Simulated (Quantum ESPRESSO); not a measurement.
# Terminations of Ge(111) and their dipole steps, part 3 of 5

Aim: how each group bound to the top atoms of Ge(111) shifts the vacuum level against a hydrogen-covered face.

Quantum ESPRESSO 7.5; plane-wave DFT, PBE, GBRV ultrasoft pseudopotentials.

So far. Step 2 (Relaxing the ions, H on top): The vacuum levels are read from the outermost 0.7 Å of the cell on either side. Step 3 (Ground state, H on top): Inside the slab this potential holds the local part of the pseudopotentials, which can be repulsive at the nuclei; only its value in the vacuum has a meaning of its own.

## (4) Relaxing the ions, Br on top (continued)

Step by step:

| step | energy less that of the first step (eV) | largest force (eV/Å) |
| --- | --- | --- |
| 1 | 0.0000 | 0.2882 |
| 2 | -0.0038 | 0.1499 |
| 3 | -0.0066 | 0.1339 |
| 4 | -0.0085 | 0.1283 |
| 5 | -0.0094 | 0.0909 |
| 6 | -0.0102 | 0.0637 |
| 7 | -0.0106 | 0.0465 |
| 8 | -0.0108 | 0.0411 |
| 9 | -0.0110 | 0.0378 |
| 10 | -0.0112 | 0.0383 |
| 11 | -0.0114 | 0.0396 |
| 12 | -0.0116 | 0.0587 |
| 13 | -0.0119 | 0.0599 |
| 14 | -0.0122 | 0.0583 |
| 15 | -0.0126 | 0.0484 |
| 16 | -0.0131 | 0.0312 |
| 17 | -0.0132 | 0.0146 |

The atoms that moved most (Å):

| atom | dx | dy | dz | length |
| --- | --- | --- | --- | --- |
| H1 | 0.000 | 0.000 | 0.079 | 0.079 |
| Ge2 | 0.000 | 0.000 | 0.078 | 0.078 |
| Ge11 | 0.000 | 0.000 | -0.043 | 0.043 |
| Br12 | 0.000 | 0.000 | -0.035 | 0.035 |
| Ge3 | 0.000 | 0.000 | 0.027 | 0.027 |
| Ge4 | 0.000 | 0.000 | 0.014 | 0.014 |
| Ge5 | 0.000 | 0.000 | 0.006 | 0.006 |

The relaxation lowers the energy by 1 meV an atom. On the free atoms the largest force ends at 0.015 eV/Å.

Numbers from this step:

* free energy: -29722.2562 eV
* energy at zero smearing: -29722.2548 eV
* Fermi energy: -4.885 eV
* vacuum line at the lower end of the cell, over the Fermi level: 4.280 eV
* vacuum line at the upper end of the cell, over the Fermi level: 5.491 eV

Electrostatic potential energy of an electron; zero at the Fermi level. The potential energy, planar mean by z:

| z (Å) | potential energy, planar mean (eV) |
| --- | --- |
| -17 | 4.28 |
| -16 | 4.28 |
| -15 | 4.28 |
| -14 | 4.28 |
| -13 | 4.28 |
| -12 | 4.28 |
| -11 | 4.27 |
| -10 | 4.17 |
| -9 | 2.50 |
| -8 | -1.81 |
| -7 | -10.2 |
| -6 | -2.28 |
| -5 | 0.831 |
| -4 | -8.43 |
| -3 | -5.36 |
| -2 | 2.02 |
| -1 | -6.01 |
| 0 | -7.67 |
| 1 | 1.38 |
| 2 | -3.02 |
| 3 | -9.81 |
| 4 | -1.56 |
| 5 | 0.477 |
| 6 | -9.05 |
| 7 | -4.83 |
| 8 | 2.69 |
| 9 | 8.48 |
| 10 | 4.22 |
| 11 | 5.45 |
| 12 | 5.49 |
| 13 | 5.49 |
| 14 | 5.49 |
| 15 | 5.49 |
| 16 | 5.49 |

## (5) SCF with pw.x, Br on top

Br.esm.in

```
&control
  prefix = 'Br.esm'
  outdir = './out'
  pseudo_dir = './pseudo'
  calculation = 'scf'
  tprnfor = .true.
/
&system
  ibrav = 0
  nat = 12
  ntyp = 3
  ecutwfc = 40
  ecutrho = 200
  occupations = 'smearing'
  smearing = 'fd'
  degauss = 0.002
  assume_isolated = 'esm'
  esm_bc = 'bc1'
  nbnd = 78
/
&electrons
  conv_thr = 1e-08
  mixing_beta = 0.4
  electron_maxstep = 120
  mixing_mode = 'plain'
/
ATOMIC_SPECIES
  H   1.0080  h_pbe_v1.4.uspp.F.UPF
  Ge  72.6300  ge_pbe_v1.4.uspp.F.UPF
  Br  79.9040  br_pbe_v1.4.uspp.F.UPF
CELL_PARAMETERS angstrom
  4.07293505963451 0.00000000000000 0.00000000000000
  -2.03646752981726 3.52726522960778 0.00000000000000
  0.00000000000000 0.00000000000000 34.02353458976204
ATOMIC_POSITIONS crystal
  H   0.000000000000 0.000000000000 -0.263191848500
  Ge  0.000000000000 0.000000000000 -0.217377411500
  Ge  0.333333333300 0.666666666700 -0.194423373800
  Ge  0.333333333300 0.666666666700 -0.121515236100
  Ge  0.666666666700 0.333333333300 -0.097295136400
  Ge  0.666666666700 0.333333333300 -0.024177114200
  Ge  0.000000000000 0.000000000000 0.000258453700
  Ge  0.000000000000 0.000000000000 0.073471409800
  Ge  0.333333333300 0.666666666700 0.097919623200
  Ge  0.333333333300 0.666666666700 0.171213721700
  Ge  0.666666666700 0.333333333300 0.194491115200
  Br  0.666666666700 0.333333333300 0.263191848500
K_POINTS automatic
  6 6 1 0 0 0
```

The run is started by

```bash
> OMP_NUM_THREADS=1 mpirun -n 4 pw.x -nk 2 -in Br.esm.in > Br.esm.out
```

Log:

```text
[banner, memory and clock lines left out]
Program PWSCF v.7.5 starts
[...]
Message from routine setup:
[...]
number of electrons       =       148.00
     number of Kohn-Sham states=           78
     kinetic-energy cutoff     =      40.0000  Ry
     charge density cutoff     =     200.0000  Ry
[...]
number of k points=     7  Fermi-Dirac smearing, width (Ry)=  0.0020
[...]
Dense  grid:   157591 G-vectors     FFT dimensions: (  36,  36, 300)
[...]
negative rho (up, down):  4.921E-04 0.000E+00
     Starting wfcs are   95 randomized atomic wfcs
[...]
negative rho (up, down):  1.634E-04 0.000E+00
[...]
estimated scf accuracy    <       0.22472606 Ry
[...]
negative rho (up, down):  6.112E-05 0.000E+00
[...]
estimated scf accuracy    <       0.15284879 Ry
[...]
negative rho (up, down):  7.852E-05 0.000E+00
[...]
estimated scf accuracy    <       2.17768654 Ry
[...]
negative rho (up, down):  3.159E-05 0.000E+00
[...]
estimated scf accuracy    <       1.69683549 Ry
[...]
negative rho (up, down):  2.895E-05 0.000E+00
[...]
estimated scf accuracy    <       0.13786067 Ry
[...]
negative rho (up, down):  4.793E-05 0.000E+00
[...]
estimated scf accuracy    <       0.01970552 Ry
[...]
negative rho (up, down):  5.652E-05 0.000E+00
[...]
estimated scf accuracy    <       0.03228369 Ry
[...]
negative rho (up, down):  7.271E-05 0.000E+00
[...]
estimated scf accuracy    <       0.00242814 Ry
[...]
negative rho (up, down):  1.015E-04 0.000E+00
[...]
estimated scf accuracy    <       0.00189247 Ry
[...]
negative rho (up, down):  1.258E-04 0.000E+00
[...]
estimated scf accuracy    <       0.00055632 Ry
[...]
negative rho (up, down):  1.269E-04 0.000E+00
[...]
estimated scf accuracy    <       0.00074182 Ry
[...]
negative rho (up, down):  1.319E-04 0.000E+00
[...]
estimated scf accuracy    <       0.00071956 Ry
[...]
negative rho (up, down):  1.373E-04 0.000E+00
[...]
estimated scf accuracy    <       0.00034129 Ry
[...]
negative rho (up, down):  1.371E-04 0.000E+00
[...]
estimated scf accuracy    <       0.00002776 Ry
[...]
negative rho (up, down):  1.381E-04 0.000E+00
[...]
estimated scf accuracy    <       0.00001748 Ry
[...]
negative rho (up, down):  1.395E-04 0.000E+00
[...]
estimated scf accuracy    <       0.00001144 Ry
[...]
negative rho (up, down):  1.398E-04 0.000E+00
[...]
estimated scf accuracy    <       0.00002354 Ry
[...]
negative rho (up, down):  1.406E-04 0.000E+00
[...]
estimated scf accuracy    <       0.00000727 Ry
[...]
negative rho (up, down):  1.406E-04 0.000E+00
[...]
estimated scf accuracy    <       0.00000493 Ry
[...]
negative rho (up, down):  1.406E-04 0.000E+00
[...]
estimated scf accuracy    <       0.00000062 Ry
[...]
negative rho (up, down):  1.407E-04 0.000E+00
[...]
estimated scf accuracy    <       0.00000085 Ry
[...]
negative rho (up, down):  1.406E-04 0.000E+00
[...]
estimated scf accuracy    <       0.00000093 Ry
[...]
negative rho (up, down):  1.408E-04 0.000E+00
[...]
estimated scf accuracy    <       0.00000061 Ry
[...]
negative rho (up, down):  1.407E-04 0.000E+00
[...]
estimated scf accuracy    <       0.00000044 Ry
[...]
negative rho (up, down):  1.406E-04 0.000E+00
[...]
estimated scf accuracy    <       0.00000013 Ry
[...]
negative rho (up, down):  1.406E-04 0.000E+00
[...]
estimated scf accuracy    <       0.00000015 Ry
[...]
negative rho (up, down):  1.406E-04 0.000E+00
[...]
estimated scf accuracy    <       0.00000002 Ry
[...]
negative rho (up, down):  1.405E-04 0.000E+00
[...]
estimated scf accuracy    <       0.00000003 Ry
[...]
negative rho (up, down):  1.405E-04 0.000E+00
[...]
the Fermi energy is    -4.8852 ev
!    total energy              =   -2184.54553782 Ry
     estimated scf accuracy    <          6.6E-09 Ry
     smearing contrib. (-TS)   =      -0.00020345 Ry
     internal energy E=F+TS    =   -2184.54533437 Ry
[...]
one-electron contribution =   57648.83384962 Ry
     hartree contribution      =  -28761.68449842 Ry
     xc contribution           =    -609.71679395 Ry
     ewald contribution        =  -30461.97789162 Ry
     convergence has been achieved in  29 iterations
     negative rho (up, down):  1.405E-04 0.000E+00
[...]
Total force =     0.002370     Total SCF correction =     0.000780
[...]
```

It took 3.5 min on 4 MPI ranks of Arm Neoverse V1, shared host; peak memory 1.1 GiB; 14 min of CPU time.

Numbers from this step:

| Quantity | Value |
| --- | --- |
| valence top, on the run's zero | -4.923 eV |
| conduction bottom, on the run's zero | -4.869 eV |
| gap by band count | 0.05407 eV |
| vacuum line at the lower end of the cell, over the valence top | 4.321 eV |
| vacuum line at the upper end of the cell, over the valence top | 5.525 eV |

Inside the slab this potential holds the local part of the pseudopotentials, which can be repulsive at the nuclei; only its value in the vacuum has a meaning of its own.

(Part 3 of 5 ends here.)

[Logs are printed without paths, hosts, clocks, repeated set-up lines and the standing remarks that a program may print on its own settings, such as how far it seeks lower states.]

[Hosts, paths, dates, database ids (printed as entryN), source tags and the programs' standing remarks are cut or masked in the printed files.]

[Maps of the electrostatic potential energy from Ansatz leave out the sawtooth potential of an applied field or a dipole correction, so their vacuum need not be flat; planar profiles and work functions include it.]
